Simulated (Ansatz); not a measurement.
# Fe wire along [100], 16 atoms a period: bands along the axis, part 2 of 2

Aim: is the Fe wire along [100], 16 atoms a period a metal or a semiconductor?

Ansatz 0.2.0; DFT PBE, plane waves, PAW; relaxation of a wire's period; PAW set soft_1 (the session's first sound run).

So far: The structure; Relaxing the period.

## Step 2: Relaxing the period (continued)

Relaxation path:

```
step  energy less that of the first step (eV)  largest force component (eV/Å)  pressure (GPa)  volume (Å³)
   1                                   0.0000                          0.5703           -1.11       661.61
   2                                  -0.1818                          0.2462           -0.47       648.79
   3                                  -0.2461                          0.0663            0.19       633.26
   4                                  -0.2476                          0.0162            0.01       634.48
  5*                                  -0.2368                          0.0170            0.01       634.48
```

Relaxation steps marked * repeat the geometry before them on a plane-wave basis chosen anew for their cell, so energy and pressure can jump there.

The run keeps the 16 symmetry operations that it works with, so distortions that break them were not tested.

```
cell as run  before  after  change
      c (Å)   2.830  2.714  -4.1 %
```

The atoms that moved most (Å, along periodic axes as changes of fractional coordinates times the final cell, across vacuum about the mean position):

```
atom      dx      dy     dz  length
Fe16   0.060   0.021  0.000   0.064
 Fe7   0.021   0.060  0.000   0.064
Fe15   0.060  -0.021  0.000   0.064
Fe10  -0.060   0.021  0.000   0.064
 Fe4  -0.021   0.060  0.000   0.064
 Fe5   0.021  -0.060  0.000   0.064
 Fe2  -0.021  -0.060  0.000   0.064
 Fe9  -0.060  -0.021  0.000   0.064
```

This step gave:

* energy at zero smearing: -71674.8257 eV
* total moment: 42.68 μB
* absolute moment: 44.23 μB
* cell length along the wire: 2.714 Å

Site moment by atom:

```
atom  site moment (μB)
 Fe1              2.78
 Fe2              2.58
 Fe3              2.49
 Fe4              2.58
 Fe5              2.58
 Fe6              2.49
 Fe7              2.58
 Fe8              2.78
 Fe9              2.58
Fe10              2.58
Fe11              2.78
Fe12              2.49
Fe13              2.49
Fe14              2.78
Fe15              2.58
Fe16              2.58
```

The cell's length comes to 2.714 Å with an absolute moment of 44.23 μB a cell.

## Step 3: The wire at its relaxed period

This step: DFT PBE, plane waves, PAW; bands of a perfect wire; PAW set soft_1 (Ansatz 0.2.0).

At the relaxed period the bands are computed along the axis; those that cross an energy going forward count the channels that a perfect wire would open there.

input.yaml

```yaml
crystal:
  lattice:
    - [15.29, 0.0, 0.0]
    - [0.0, 15.29, 0.0]
    - [0.0, 0.0, 2.7139598252]
  atoms:
    - { symbol: Fe, position: [0.221775102, 0.5, 0.0], spin: 2.78 }
    - { symbol: Fe, position: [0.406051263, 0.310998963, 0.0], spin: 2.58 }
    - { symbol: Fe, position: [0.405072544, 0.5, 0.0], spin: 2.49 }
    - { symbol: Fe, position: [0.406051263, 0.689001037, 0.0], spin: 2.58 }
    - { symbol: Fe, position: [0.593948737, 0.310998963, 0.0], spin: 2.58 }
    - { symbol: Fe, position: [0.594927456, 0.5, 0.0], spin: 2.49 }
    - { symbol: Fe, position: [0.593948737, 0.689001037, 0.0], spin: 2.58 }
    - { symbol: Fe, position: [0.778224898, 0.5, 0.0], spin: 2.78 }
    - { symbol: Fe, position: [0.310998963, 0.406051263, 0.5], spin: 2.58 }
    - { symbol: Fe, position: [0.310998963, 0.593948737, 0.5], spin: 2.58 }
    - { symbol: Fe, position: [0.5, 0.221775102, 0.5], spin: 2.78 }
    - { symbol: Fe, position: [0.5, 0.405072544, 0.5], spin: 2.49 }
    - { symbol: Fe, position: [0.5, 0.594927456, 0.5], spin: 2.49 }
    - { symbol: Fe, position: [0.5, 0.778224898, 0.5], spin: 2.78 }
    - { symbol: Fe, position: [0.689001037, 0.406051263, 0.5], spin: 2.58 }
    - { symbol: Fe, position: [0.689001037, 0.593948737, 0.5], spin: 2.58 }
magnetization:
  spin_polarized: true
kpoints:
  mp_grid: { grid: [1, 1, 30] }
  band_path: { path: ["Γ", Z], npoints: 90 }
scf:
  occupations: { method: fermi_dirac, width: 0.05 }
hamiltonian:
  xc: pbe
  pseudopotentials: { kind: paw, azcp: { folder: soft_1 } }
output:
  dos: { e_range: [-5, 4] }
  write_potential: true
  write_density: true
  volumetric_format: npy
```

Run with:

```sh
$ ansatz run input.yaml --threads 4 --pin off --max-ram 16384MiB --backend cpu --events-out ev --progress --plain --runs-dir out
```

Numbers of over 12 decimals in the logs are rounded to 6 here.

Log:

```text
[...]
Crystal: 16 atoms, lattice volume = 634.481 Å³
Basis set: ecut = 420 eV, 12421 PW (Γ)
Bands: 179, of which v1, the nominal top of the filled ones, is band 128 counted from 1 (127 counted from 0)
Symmetry: 16 space group operations
[...]
k-points: 16 of 30
[...]
Starting moments: Σ|m| = 41.72 μB on 16 of 16 sites
[...]
SCF iter   1: F=—  HF=-71670.860502 eV  |F-HF|=—  |Δ(HF+E_count)|=         —  Δρ=3.84e-2 (↑1.69e-2 ↓3.84e-2)  dr2=4.75e1  dr2_m=2.80e0  M=41.277 μB ∫|m|=41.664 μB  β_m=0.30  ethr=3.10e-3  ⟨swp⟩=8.4  Hψ=27622  notcnv=0  defer=310
[...]
SCF iter  14: F=-71674.894782 eV  HF=-71674.894782 eV  |F-HF|=7.05e-8  |Δ(HF+E_count)|=   7.27e-8  Δρ=1.67e-6 (↑1.67e-6 ↓1.54e-6)  dr2=9.01e-8  dr2_m=1.11e-9  M=42.741 μB ∫|m|=44.274 μB  ethr=2.89e-11  ⟨swp⟩=13.3  Hψ=29554  notcnv=0
SCF 1 converged in 14 iterations: F = -71674.894782 eV  dr2 = 9.01e-8
[...]
WARN: The output density's exchange-correlation potential varies sharply where the density is thin. Do not read a vacuum level from v_tot or v_xc, or from such a field of the output density. On a cell that repeats whose density bears no net charge and no dipole along the vacuum's axis use v_es (v_loc + v_h of the components); under efield.dipole_correction with no amplitude use v_es + v_field, which holds any externa [...]
NSCF: frozen V_eff on 91 k-points
SCF converged after 14 iterations
Magnetization: 42.7414 μB (149.3707 up, 106.6293 down)
Absolute magnetization: 44.2774 μB (∫|ρ↑−ρ↓|, with the PAW one-centre terms)
[...]
Per-site moments (μB) at R_I (Å): [(2.780637, 0.990515), (2.584426, 0.990515), (2.492042, 1.008207), (2.584426, 0.990515), (2.584426, 0.990515), (2.492042, 1.008207), (2.584426, 0.990515), (2.780637, 0.990515), (2.584426, 0.990515), (2.584426, 0.990515), (2.780637, 0.990515), (2.492042, 1.008207), (2.492042, 1.008207), (2.780637, 0.990515), (2.584426, 0.990515), (2.584426, 0.990515)]
Free energy (F): -71674.894782 eV
[...]
Internal energy: -71674.756682 eV  (E = F + TS)
E sigma→0 (E₀):  -71674.825732 eV
Entropy (-TS):   -0.138100 eV (-8.631 meV/atom)
Fermi energy:    2.301915 eV
[...]
--- Band table (eV; the first three rows and the last of 32) ---
  k-point 0 ↑: bands = [... 124 lower, 0.7380, 0.7859, 0.8056, 0.8056, 0.8370, 0.8529, 0.9620, 1.0967, ... 47 higher]
  k-point 1 ↑: bands = [... 124 lower, 0.7349, 0.7944, 0.8111, 0.8111, 0.8644, 0.8763, 1.0012, 1.0506, ... 47 higher]
  k-point 2 ↑: bands = [... 124 lower, 0.7654, 0.7977, 0.8257, 0.8257, 0.9379, 0.9796, 0.9796, 0.9877, ... 47 higher]
  k-point 15 ↓: bands = [... 124 lower, 3.9671, 3.9671, 4.0811, 4.0811, 4.1237, 4.1237, 4.2387, 4.2387, ... 47 higher]
```

It took 4.4 min on 4 threads of Intel Xeon Platinum 8488C (Sapphire Rapids), shared host; peak memory 8.8 GiB.

Numbers from this step:

| Property | Result |
| --- | --- |
| total moment | 42.74 μB |
| absolute moment | 44.28 μB |
| band gap | 0 eV |

Between Γ and Z the bands cross the Fermi level 22 times, so a perfect wire would conduct at least 11 G₀, with an absolute moment of 44.28 μB a cell.

## Step 4: What came out

```json
{
 "cell length, PBE": "2.714 Å",
 "absolute moment, PBE": "44.3 μB",
 "ballistic conductance by band crossings, a lower bound, PBE": "11 G₀"
}
```

What this shows: Under PBE the cell's length is 2.71 Å, the absolute moment is 44.28 μB a cell, and the bands cross the Fermi level 22 times between Γ and Z, which gives a perfect wire at least 11 G₀ (opposite crossings within one step of the path cancel in such a count). In the perfect wire the moments were started parallel, and no opposed start was run. No search over magnetic orders was made; another may lie lower.

[Logs are printed without paths, hosts, clocks, repeated set-up lines and the standing remarks that a program may print on its own settings, such as how far it seeks lower states.]

[Hosts, paths, dates, database ids (printed as entryN), source tags and the programs' standing remarks are cut or masked in the printed files.]
